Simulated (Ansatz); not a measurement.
# How many bands does the GW gap of Cs2AgBiF6 (Fm-3m) need?, part 2 of 2

Wanted: a G0W0 gap for Cs2AgBiF6 (Fm-3m) that is converged in bands and cutoff, or an estimate of the limit.

Ansatz 0.2.0; G0W0 on PBE, plane waves, PAW; PAW set soft_1. Known limits of the many-body steps: not at the basis limit; d shell near the gap, gap tends to lie low; no spin-orbit coupling; coarse k mesh.

So far. Step 4 (1027 empty bands, screening to 170 eV): Against the run with 4×4×4 mesh, 477 empty bands, screening to 102 eV, PAW set soft_1 files, the gap moves by +0.08 eV.

In doubt: one-shot GW on d or f shells is unsure (steps 2, 3, 4, 5, 6, 7), so the values of those runs are not to be relied on.

## 5. Changing the k mesh: 2×2×2 mesh, 477 empty bands, screening to 102 eV, PAW set soft_1 files

A second mesh at equal bands and cutoff isolates the sampling error. Bands and cutoff differ from the step before, so it is read against an earlier run that matches them.

Input file input.yaml:

```yaml
crystal:
  lattice:
    - [0.0, 4.6740694725, 4.6740694725]
    - [4.6740694725, 0.0, 4.6740694725]
    - [4.6740694725, 4.6740694725, 0.0]
  atoms:
    - { symbol: Cs, position: [0.75, 0.75, 0.75] }
    - { symbol: Cs, position: [0.25, 0.25, 0.25] }
    - { symbol: Ag, position: [0.5, 0.5, 0.5] }
    - { symbol: Bi, position: [0.0, 0.0, 0.0] }
    - { symbol: F, position: [0.75872864, 0.24127136, 0.24127136] }
    - { symbol: F, position: [0.24127136, 0.24127136, 0.75872864] }
    - { symbol: F, position: [0.24127136, 0.75872864, 0.75872864] }
    - { symbol: F, position: [0.24127136, 0.75872864, 0.24127136] }
    - { symbol: F, position: [0.75872864, 0.24127136, 0.75872864] }
    - { symbol: F, position: [0.75872864, 0.75872864, 0.24127136] }
kpoints:
  mp_grid: { grid: [2, 2, 2] }
hamiltonian:
  xc: pbe
  pseudopotentials: { kind: paw, azcp: { folder: soft_1 } }
scf:
  occupations: { method: fixed }
gw:
  n_empty_bands: 477
  ecut_chi: 102
  qp_bands: [v3, c3]
  qp_kpoints: band_edges
  screening: { model: contour_deformation }
```

The run is started by

```bash
ansatz run input.yaml --threads 2 --pin off --max-ram 92160MiB --backend cuda --events-out ev --progress --plain --runs-dir out --devices 1 --max-vram 13GiB
```

Numbers of over 12 decimals in the logs are rounded to 6 here.

The program printed:

```text
GPUs: using 1 of 1 available (devices: 1).
[...]
GPU FFT provider: cuFFT
GPU libraries: cuBLAS 13.8.2, cuFFT 12.4.0, cuSOLVER 12.3.4
Crystal: 10 atoms, lattice volume = 204.228 Å³
Basis set: ecut = 420 eV, 4015 PW (Γ)
Bands: 57, of which v1, the nominal top of the filled ones, is band 47 counted from 1 (46 counted from 0)
Symmetry: 48 space group operations
[...]
k-points: 3 of 8
[...]
1    46      5.1625   -35.1831     5.2267   -28.5298  0.7462     3.6717     3.7360  root
[...]
2    47      6.0503   -34.2243     4.5967   -28.4960  0.7647     4.8935     4.9187  root
     2    48      9.8981   -10.8781    -3.0591   -15.0062  0.8186    10.9838    10.9671  root
     2    49     10.1601    -9.4291    -3.8894   -14.3822  0.8067    11.2467    11.2239  root
     2    50     10.3532   -11.7310    -3.2975   -16.2207  0.8091    11.5708    11.5453  root
[key lines of the parts left out:]
SCF converged after 10 iterations
Free energy (F): -36188.046889 eV
Fermi energy:    6.050298 eV
```

Elapsed: 11 s, on 1 × NVIDIA H100 80GB HBM3 (shared by 6 runs) with 2 threads of AMD EPYC 7R13 (Zen 3), shared host; peak memory 1.4 GiB.

This step gave:

- bands summed: 524
- RPA ε∞ on this mesh (eigenvalues): 2.903, 2.903, 2.903
- plane waves in the screening matrix: 531
- G0W0 gap on the mesh: 4.754 eV
- k of the valence top: 0, -0.5, -0.5
- k of the conduction bottom: 0, 0, -0.5
- starting gap on the mesh: 2.690 eV
- least direct G0W0 gap on the computed points: 5.936 eV

Against the run with 4×4×4 mesh, 477 empty bands, screening to 102 eV, PAW set soft_1 files, the gap moves by +0.05 eV.

## 6. Changing the frequency model: 4×4×4 mesh, 1027 empty bands, screening to 170 eV, plasmon pole, PAW set soft_1 files

A plasmon pole stands in for the full frequency dependence of the screening; this run shows what that costs in accuracy. Bands and cutoff differ from the step before, so it is read against an earlier run that matches them.

input.yaml, as its differences from that of step 5:

```diff
@@ -17,3 +17,3 @@
 kpoints:
-  mp_grid: { grid: [2, 2, 2] }
+  mp_grid: { grid: [4, 4, 4] }
 hamiltonian:
@@ -24,6 +24,6 @@
 gw:
-  n_empty_bands: 477
-  ecut_chi: 102
+  n_empty_bands: 1027
+  ecut_chi: 170.0
   qp_bands: [v3, c3]
   qp_kpoints: band_edges
-  screening: { model: contour_deformation }
+  screening: { model: godby_needs }
```

The program printed:

```text
GPUs: using 1 of 1 available (devices: 1).
[...]
GPU FFT provider: cuFFT
GPU libraries: cuBLAS 13.8.2, cuFFT 12.4.0, cuSOLVER 12.3.4
Crystal: 10 atoms, lattice volume = 204.228 Å³
Basis set: ecut = 420 eV, 4015 PW (Γ)
Bands: 57, of which v1, the nominal top of the filled ones, is band 47 counted from 1 (46 counted from 0)
Symmetry: 48 space group operations
[...]
k-points: 8 of 64
[...]
1    48      8.9659    -9.6490    -3.3656   -13.9059  0.8474     9.8606     9.8572  root
[...]
7    47      5.9386   -34.2551     4.4756   -28.5233  0.8014     4.6727     4.6824  root
     7    48      9.7010   -10.0802    -3.7240   -14.8124  0.8398    10.7134    10.7092  root
     7    49     10.1401   -11.4103    -3.1330   -15.6569  0.8378    11.2547    11.2537  root
     7    50     10.1401   -11.4103    -3.1330   -15.6569  0.8378    11.2547    11.2537  root
[key lines of the parts left out:]
SCF converged after 10 iterations
Free energy (F): -36188.083563 eV
Fermi energy:    6.038955 eV
```

Elapsed: 98 s, on 1 × NVIDIA H100 80GB HBM3 (shared by 6 runs) with 2 threads; peak memory 8.1 GiB.

Numbers from this step:

```yaml
bands_summed: 1074
plasmon_pole_fit_frequency: 25.19 eV
rpa_eps_infinity_on_this_mesh_eigenvalues: 2.814, 2.814, 2.814
plane_waves_in_the_screening_matrix: 965
g0w0_gap_on_the_mesh: 4.788 eV
k_of_the_valence_top: 0, -0.5, -0.5
k_of_the_conduction_bottom: 0, 0, -0.5
starting_gap_on_the_mesh: 2.698 eV
least_direct_g0w0_gap_on_the_computed_points: 5.782 eV
```

Against the run with 4×4×4 mesh, 1027 empty bands, screening to 170 eV, PAW set soft_1 files, the gap moves by +0.005 eV.

## 7. Changing the files and raising the bands: 4×4×4 mesh, 1523 empty bands, screening to 221 eV, hard PAW files

Other atomic data (hard PAW) test the pseudisation: the cutoff goes from 420 to 1050 eV and the valence electrons from 94 to 102, which opens shells that were frozen. Bands and screening cutoff change too, so the step is no clean test of the files.

This step: G0W0 on PBE, plane waves, PAW.

input.yaml, as its differences from that of step 6:

```diff
@@ -20,3 +20,3 @@
   xc: pbe
-  pseudopotentials: { kind: paw, azcp: { folder: soft_1 } }
+  pseudopotentials: { kind: paw, source: ansatz }
 scf:
@@ -24,6 +24,6 @@
 gw:
-  n_empty_bands: 1027
-  ecut_chi: 170.0
+  n_empty_bands: 1523
+  ecut_chi: 221.0
   qp_bands: [v3, c3]
   qp_kpoints: band_edges
-  screening: { model: godby_needs }
+  screening: { model: contour_deformation }
```

The program printed:

```text
GPUs: using 1 of 1 available (devices: 1).
[...]
GPU FFT provider: cuFFT
GPU libraries: cuBLAS 13.8.2, cuFFT 12.4.0, cuSOLVER 12.3.4
Crystal: 10 atoms, lattice volume = 204.228 Å³
Basis set: ecut = 1050 eV, 15665 PW (Γ)
Bands: 62, of which v1, the nominal top of the filled ones, is band 51 counted from 1 (50 counted from 0)
Symmetry: 48 space group operations
[...]
k-points: 8 of 64
[...]
7    49      5.0262   -35.0080     5.1225   -28.1578  0.7388     3.1966     3.2985  root ?
[...]
7    51      6.3077   -34.2185     4.2832   -28.4882  0.7568     4.8142     4.8606  root
     7    52     10.0724   -10.0447    -3.8849   -14.7718  0.8123    10.9256    10.9146  root
     7    53     10.5125   -11.3785    -3.3327   -15.6193  0.8128    11.4334    11.4206  root
     7    54     10.5125   -11.3785    -3.3327   -15.6193  0.8128    11.4334    11.4206  root
[key lines of the parts left out:]
SCF converged after 10 iterations
Free energy (F): -39927.468206 eV
Fermi energy:    6.408338 eV
```

Run time: 3.3 min. Hardware: 1 × NVIDIA H100 80GB HBM3 (shared by 6 runs) with 2 threads; peak memory 8.7 GiB.

Numbers from this step:

```yaml
bands_summed: 1574
rpa_eps_infinity_on_this_mesh_eigenvalues: 2.811, 2.811, 2.811
plane_waves_in_the_screening_matrix: 1471
g0w0_gap_on_the_mesh: 4.878 eV
k_of_the_valence_top: 0, -0.5, -0.5
k_of_the_conduction_bottom: 0, 0, -0.5
starting_gap_on_the_mesh: 2.700 eV
least_direct_g0w0_gap_on_the_computed_points: 5.796 eV
```

Against the run with 4×4×4 mesh, 1027 empty bands, screening to 170 eV, PAW set soft_1 files, the gap moves by +0.10 eV.

## 8. Side by side

Times are wall times on 1 × NVIDIA H100 80GB HBM3 (shared by 6 runs) with 2 threads of AMD EPYC 7R13 (Zen 3), shared host, good to a factor of about two.

| mesh | files | frequency | bands summed | cutoff (eV) | start (eV) | G0W0 (eV) | time | host memory (GiB) |
| --- | --- | --- | --- | --- | --- | --- | --- | --- |
| 4×4×4 | PAW set soft_1 | contour deformation | 215 | 51 | 2.698 | 4.844 | 17 s | 1.3 |
| 4×4×4 | PAW set soft_1 | contour deformation | 524 | 102 | 2.698 | 4.700 | 23 s | 1.9 |
| 4×4×4 | PAW set soft_1 | contour deformation | 1074 | 170 | 2.698 | 4.783 | 77 s | 3.5 |
| 2×2×2 | PAW set soft_1 | contour deformation | 524 | 102 | 2.690 | 4.754 | 11 s | 1.4 |
| 4×4×4 | PAW set soft_1 | plasmon pole | 1074 | 170 | 2.698 | 4.788 | 98 s | 8.1 |
| 4×4×4 | hard PAW | contour deformation | 1574 | 221 | 2.700 | 4.878 | 3.3 min | 8.7 |

How the two edges are built up, in eV (the quasiparticle level is the starting level plus Σx plus Σc less Vxc):

| run | edge | start | Σx | Σc | Vxc | Z | QP |
| --- | --- | --- | --- | --- | --- | --- | --- |
| 215 bands | valence top | 6.04 | -34.11 | 4.64 | -28.49 | 0.77 | 5.07 |
| 215 bands | conduction bottom | 8.74 | -9.12 | -3.26 | -13.55 | 0.83 | 9.91 |
| 524 bands | valence top | 6.04 | -34.11 | 4.53 | -28.49 | 0.76 | 4.95 |
| 524 bands | conduction bottom | 8.74 | -9.12 | -3.52 | -13.55 | 0.83 | 9.65 |
| 1074 bands | valence top | 6.04 | -34.11 | 4.35 | -28.49 | 0.76 | 4.78 |
| 1074 bands | conduction bottom | 8.74 | -9.12 | -3.62 | -13.55 | 0.83 | 9.56 |

## 9. Summary of results

```
215 bands, 51 eV   : 4.844 eV
524 bands, 102 eV  : 4.700 eV
1074 bands, 170 eV : 4.783 eV
mesh and start     : 4×4×4, PBE
```

What this shows: From 215 to 1074 bands the gap moves by −0.06 eV while the time grows 4.5-fold. Σc changes by −0.29 eV at the valence top and −0.35 eV at the conduction bottom, so the levels themselves move more than the gap between them. The gap turns back along the series, so no limit is drawn from it. On the 2×2×2 mesh in place of 4×4×4 the gap differs by +0.05 eV, of which −0.01 eV is already in the start. The plasmon-pole model gives +0.01 eV against contour deformation, 0 % of the correction (the least direct gap moves by +0.06 eV), and saved no time in this program. With hard PAW files and 1574 bands the gap is 4.88 eV. Where an edge is built on 6p states of lead, bismuth or thallium, scalar-relativistic gaps usually stand too wide, by a few tenths to over one eV. A d shell, filled or nearly so, lies near the gap. One-shot GW converges very slowly in bands there, not always from below, and on a semilocal start the gap tends to come out low; starts rich in exact exchange can overshoot instead. The many-body steps are scalar-relativistic: spin-orbit coupling is not in them.

[Paths, hosts, dates, memory and timing lines, banners, echoed tables and standing remarks are left out of the program output.]

[Logs are printed without paths, hosts, clocks, repeated set-up lines and the standing remarks that a program may print on its own settings, such as how far it seeks lower states.]

[Runs of the session that timed out or met a known fault of the program may be left out.]

[Cells called generated may have been cut or substituted from an entry of the Crystallography Open Database or the Materials Project.]

[Hosts, paths, dates, database ids (printed as entryN), source tags and the programs' standing remarks are cut or masked in the printed files.]
